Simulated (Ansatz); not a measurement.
# Bi2Te3 (Tellurobismuthite): how G0W0 depends on its starting point

Aim: G0W0 for Bi2Te3 (Tellurobismuthite) on several starting functionals, at one mesh, band count and screening cutoff.

Method: G0W0 on several functionals, plane waves, PAW, in Ansatz 0.2.0.

This is a report of a sequence of runs, with most program output left out.

In doubt: masses and optical values from hybrid runs of this build are listed as unsure (steps 5, 6, 7), which bears on the screening that GW takes from such a start.

## Step 1: Starting point

It takes space group R-3m (No. 166, trigonal). Conventional cell: a = 4.386 Å, b = 4.386 Å, c = 30.497 Å, α = 90.00°, β = 90.00°, γ = 120.00°. Nearest to Bi lie 6 Te at 3.07 to 3.25 Å. Nearest to Te lie 6 Bi at 3.25 Å. Nearest to Te lie 3 Bi at 3.07 Å. Farther neighbours and most contacts between anions are not listed.

The cell and positions come from the Crystallography Open Database and are kept as given unless a step says otherwise. Spin-orbit coupling is left out unless a step names it.

## Step 2: G0W0 on LDA

G0W0 replaces the xc potential by the self-energy, built once from these orbitals. Only a window of levels is corrected, while the sums run over the empty bands that the input names. This step takes PAW set soft_1 files.

This step: G0W0 on LDA, plane waves, PAW; PAW set soft_1.

Input file input.yaml:

```yaml
crystal:
  lattice:
    - [2.193, 1.2661291403, 10.1656666667]
    - [-2.193, 1.2661291403, 10.1656666667]
    - [0.0, -2.5322582807, 10.1656666667]
  atoms:
    - { symbol: Bi, position: [0.4, 0.4, 0.4] }
    - { symbol: Bi, position: [0.6, 0.6, 0.6] }
    - { symbol: Te, position: [0.0, 0.0, 0.0] }
    - { symbol: Te, position: [0.2095, 0.2095, 0.2095] }
    - { symbol: Te, position: [0.7905, 0.7905, 0.7905] }
kpoints:
  mp_grid: { grid: [4, 4, 4] }
hamiltonian:
  xc: lda
  pseudopotentials: { kind: paw, azcp: { folder: soft_1 }, xc_functional: pbe }
scf:
  occupations: { method: fixed }
gw:
  n_empty_bands: 384
  ecut_chi: 100
  qp_bands: [v2, c2]
  qp_kpoints: band_edges
  screening: { model: contour_deformation }
```

Started as:

```sh
> ansatz run input.yaml --threads 2 --pin off --max-ram 92160MiB --backend cuda --events-out ev --progress --plain --runs-dir out --devices 1 --max-vram 13GiB
```

Wall time 36 s (1 × NVIDIA H100 80GB HBM3 (shared by 6 runs) with 2 threads of AMD EPYC 7R13 (Zen 3), shared host); peak memory 1.8 GiB.

Numbers from this step:

```yaml
bands_summed: 423
rpa_eps_infinity_on_this_mesh_eigenvalues: 52.16, 52.16, 87.77
plane_waves_in_the_screening_matrix: 389
q_points_in_the_mesh: 64
g0w0_gap_on_the_mesh: 0.4665 eV
k_of_the_valence_top: 0, 0, 0
k_of_the_conduction_bottom: 0, 0, 0
starting_gap_on_the_mesh: 0.2194 eV
z_at_the_valence_top: 0.7507
z_at_the_conduction_bottom: 0.7687
least_direct_g0w0_gap_on_the_computed_points: 0.4665 eV
```

The gap on the mesh goes from 0.22 eV to 0.47 eV, a correction of +0.25 eV. Between the two edge states, bare exchange in place of the xc potential would open the gap by 2.96 eV, and correlation takes back 2.72 eV.

## Step 3: G0W0 on PBE

One-shot GW remembers its start. Another functional's orbitals and levels show by how much.

This step: G0W0 on PBE, plane waves, PAW; PAW set soft_1.

Edit input.yaml of step 2 so:

```diff
@@ -14,4 +14,4 @@
 hamiltonian:
-  xc: lda
-  pseudopotentials: { kind: paw, azcp: { folder: soft_1 }, xc_functional: pbe }
+  xc: pbe
+  pseudopotentials: { kind: paw, azcp: { folder: soft_1 } }
 scf:
```

Elapsed: 56 s, on 1 × NVIDIA H100 80GB HBM3 (shared by 6 runs) with 2 threads; peak memory 1.8 GiB.

This step gave:

| Quantity | Value |
| --- | --- |
| bands summed | 423 |
| RPA ε∞ on this mesh (eigenvalues) | 47.21, 47.21, 53.86 |
| plane waves in the screening matrix | 389 |
| q-points in the mesh | 64 |
| G0W0 gap on the mesh | 0.4770 eV |
| k of the valence top | 0, 0, 0 |
| k of the conduction bottom | 0, 0, 0 |
| starting gap on the mesh | 0.2997 eV |
| Z at the valence top | 0.7530 |
| Z at the conduction bottom | 0.7708 |
| least direct G0W0 gap on the computed points | 0.4770 eV |

Against the run with 4×4×4 mesh, 384 empty bands, screening to 100 eV, PAW set soft_1 files on LDA, the gap moves by +0.011 eV, while the start moved by +0.08 eV.

## Step 4: G0W0 on r2SCAN

This step: G0W0 on r2SCAN, plane waves, PAW; PAW set soft_1.

Edit input.yaml of step 3 so:

```diff
@@ -14,3 +14,3 @@
 hamiltonian:
-  xc: pbe
+  xc: r2scan
   pseudopotentials: { kind: paw, azcp: { folder: soft_1 } }
```

Wall time 95 s (1 × NVIDIA H100 80GB HBM3 (shared by 6 runs) with 2 threads); peak memory 3.1 GiB; 2.4 min of CPU time.

This step gave:

```
bands summed                                 : 423
RPA ε∞ on this mesh (eigenvalues)            : 30.39, 39.31, 39.31
plane waves in the screening matrix          : 389
G0W0 gap on the mesh                         : 0.5605 eV
k of the valence top                         : 0, 0, 0
k of the conduction bottom                   : 0, 0, 0
starting gap on the mesh                     : 0.5237 eV
least direct G0W0 gap on the computed points : 0.5605 eV
```

Against the run with 4×4×4 mesh, 384 empty bands, screening to 100 eV, PAW set soft_1 files on PBE, the gap moves by +0.08 eV, while the start moved by +0.22 eV.

## Step 5: G0W0 on HSE06

This step: G0W0 on HSE06, plane waves, PAW; PAW set soft_1.

Edit input.yaml of step 4 so:

```diff
@@ -14,3 +14,3 @@
 hamiltonian:
-  xc: r2scan
+  xc: hse06
   pseudopotentials: { kind: paw, azcp: { folder: soft_1 } }
```

Run time: 1.9 min. Hardware: 1 × NVIDIA H100 80GB HBM3 (shared by 6 runs) with 2 threads; peak memory 2.5 GiB; 2.4 min of CPU time.

This step gave:

| Property | Result |
| --- | --- |
| bands summed | 423 |
| RPA ε∞ on this mesh (eigenvalues) | 25.72, 29.77, 29.77 |
| plane waves in the screening matrix | 389 |
| G0W0 gap on the mesh | 0.5989 eV |
| k of the valence top | 0, 0, 0 |
| k of the conduction bottom | 0, 0, 0 |
| starting gap on the mesh | 0.6436 eV |
| least direct G0W0 gap on the computed points | 0.5989 eV |

Against the run with 4×4×4 mesh, 384 empty bands, screening to 100 eV, PAW set soft_1 files on r2SCAN, the gap moves by +0.04 eV, while the start moved by +0.12 eV.

## Step 6: G0W0 on PBE0

This step: G0W0 on PBE0, plane waves, PAW; PAW set soft_1.

Edit input.yaml of step 5 so:

```diff
@@ -14,3 +14,3 @@
 hamiltonian:
-  xc: hse06
+  xc: pbe0
   pseudopotentials: { kind: paw, azcp: { folder: soft_1 } }
```

It took 2.1 min on 1 × NVIDIA H100 80GB HBM3 (shared by 6 runs) with 2 threads; peak memory 2.4 GiB.

This step gave:

```yaml
bands_summed: 423
rpa_eps_infinity_on_this_mesh_eigenvalues: 18.41, 20.91, 20.91
plane_waves_in_the_screening_matrix: 389
g0w0_gap_on_the_mesh: 0.7128 eV
k_of_the_valence_top: 0, 0, 0
k_of_the_conduction_bottom: 0, 0, 0
starting_gap_on_the_mesh: 1.165 eV
least_direct_g0w0_gap_on_the_computed_points: 0.7128 eV
```

Against the run with 4×4×4 mesh, 384 empty bands, screening to 100 eV, PAW set soft_1 files on HSE06, the gap moves by +0.11 eV, while the start moved by +0.52 eV.

## Step 7: G0W0 on Hartree-Fock

This step: G0W0 on Hartree-Fock, plane waves, PAW; PAW set soft_1.

Edit input.yaml of step 6 so:

```diff
@@ -14,3 +14,3 @@
 hamiltonian:
-  xc: pbe0
+  xc: hf
   pseudopotentials: { kind: paw, azcp: { folder: soft_1 } }
```

It took 2.4 min on 1 × NVIDIA H100 80GB HBM3 (shared by 6 runs) with 2 threads; peak memory 2.5 GiB; 3.2 min of CPU time.

Numbers from this step:

| Quantity | Value |
| --- | --- |
| bands summed | 423 |
| RPA ε∞ on this mesh (eigenvalues) | 6.027, 6.431, 6.431 |
| plane waves in the screening matrix | 389 |
| G0W0 gap on the mesh | 1.725 eV |
| k of the valence top | 0, 0, 0 |
| k of the conduction bottom | 0, 0, 0 |
| starting gap on the mesh | 4.713 eV |
| least direct G0W0 gap on the computed points | 1.725 eV |

Against the run with 4×4×4 mesh, 384 empty bands, screening to 100 eV, PAW set soft_1 files on PBE0, the gap moves by +1.01 eV, while the start moved by +3.55 eV.

## Step 8: Side by side

All on the 4×4×4 mesh with 384 empty bands and screening to 100 eV. Times are wall times on 1 × NVIDIA H100 80GB HBM3 (shared by 6 runs) with 2 threads of AMD EPYC 7R13 (Zen 3), shared host, good to a factor of about two.

```
       start  starting gap (eV)  shift (eV)  G0W0 gap (eV)  RPA ε∞ (harmonic mean)  Z (valence, conduction)     time
         LDA               0.22       +0.25           0.47                   60.32               0.75, 0.77     36 s
         PBE               0.30       +0.18           0.48                   49.24               0.75, 0.77     56 s
      r2SCAN               0.52       +0.04           0.56                   35.81               0.76, 0.78     95 s
       HSE06               0.64       −0.04           0.60                   28.29               0.77, 0.79  1.9 min
        PBE0               1.16       −0.45           0.71                   20.00               0.79, 0.80  2.1 min
Hartree-Fock               4.71       −2.99           1.73                    6.29               0.86, 0.87  2.4 min
```

How the two edges are built up, in eV (the quasiparticle level is the starting level plus Σx plus Σc less Vxc):

```
   run               edge  start      Σx     Σc     Vxc     Z    QP
   LDA        valence top   8.97  -14.56  -0.09  -14.71  0.75  9.02
   LDA  conduction bottom   9.19  -10.19  -2.81  -13.30  0.77  9.49
   PBE        valence top   9.32  -14.61   0.07  -14.34  0.75  9.11
   PBE  conduction bottom   9.62  -10.04  -2.83  -12.84  0.77  9.59
r2SCAN        valence top   9.23  -14.84   0.24  -14.48  0.76  9.11
r2SCAN  conduction bottom   9.75   -9.86  -2.99  -12.78  0.78  9.67
 HSE06        valence top   9.08  -14.78   0.23  -14.53  0.77  9.05
 HSE06  conduction bottom   9.72   -9.66  -3.02  -12.61  0.79  9.65
```

For a hybrid start, Vxc holds its share of exact exchange.

## Step 9: Outcome

```yaml
g0w0_lda: 0.47 eV (start 0.22 eV)
g0w0_pbe: 0.48 eV (start 0.30 eV)
g0w0_r2scan: 0.56 eV (start 0.52 eV)
g0w0_hse06: 0.60 eV (start 0.64 eV)
g0w0_pbe0: 0.71 eV (start 1.16 eV)
g0w0_hartree_fock: 1.73 eV (start 4.71 eV)
known_limits: not at the basis limit; model gap, bands may invert with spin-orbit coupling; mesh may overstate the screening; no spin-orbit coupling
```

What this shows: The starting gaps span 4.49 eV and the G0W0 gaps 1.26 eV. Between LDA and Hartree-Fock, 1.26 eV of the 4.49 eV survives, 28 %. On PBE0 and Hartree-Fock the correction is negative: that start lies above its own G0W0 value. The smallest correction, +0.04 eV, is on r2SCAN, the start nearest to reproducing itself, though another is as near within the errors. Bands and cutoff are finite, so the gap is not at the basis limit. The miss can reach some tenths of an eV and take either sign; the mesh is an error of its own. The program warns that the mesh is coarse for exact exchange, which bears on the hybrid start's gap. Where an edge is built on 6p states of lead, bismuth or thallium, scalar-relativistic gaps usually stand too wide, by a few tenths to over one eV. With atoms this heavy and so narrow a gap, spin-orbit coupling can invert the bands. These scalar-relativistic gaps are then model values, not to be set against experiment, and a spin-orbit change taken from DFT can't simply be added. For the LDA, PBE, r2SCAN and HSE06 start: The RPA ε∞ on this mesh reaches over 25; with a narrow direct gap a coarse mesh can overstate it, and the correction is then too small.

[Paths, hosts, dates, memory and timing lines, banners, echoed tables and standing remarks are left out of the program output.]

[Logs are printed without paths, hosts, clocks, repeated set-up lines and the standing remarks that a program may print on its own settings, such as how far it seeks lower states.]

[Runs of the session that timed out or met a known fault of the program may be left out.]

[Cells called generated may have been cut or substituted from an entry of the Crystallography Open Database or the Materials Project.]

[Hosts, paths, dates, database ids (printed as entryN), source tags and the programs' standing remarks are cut or masked in the printed files.]
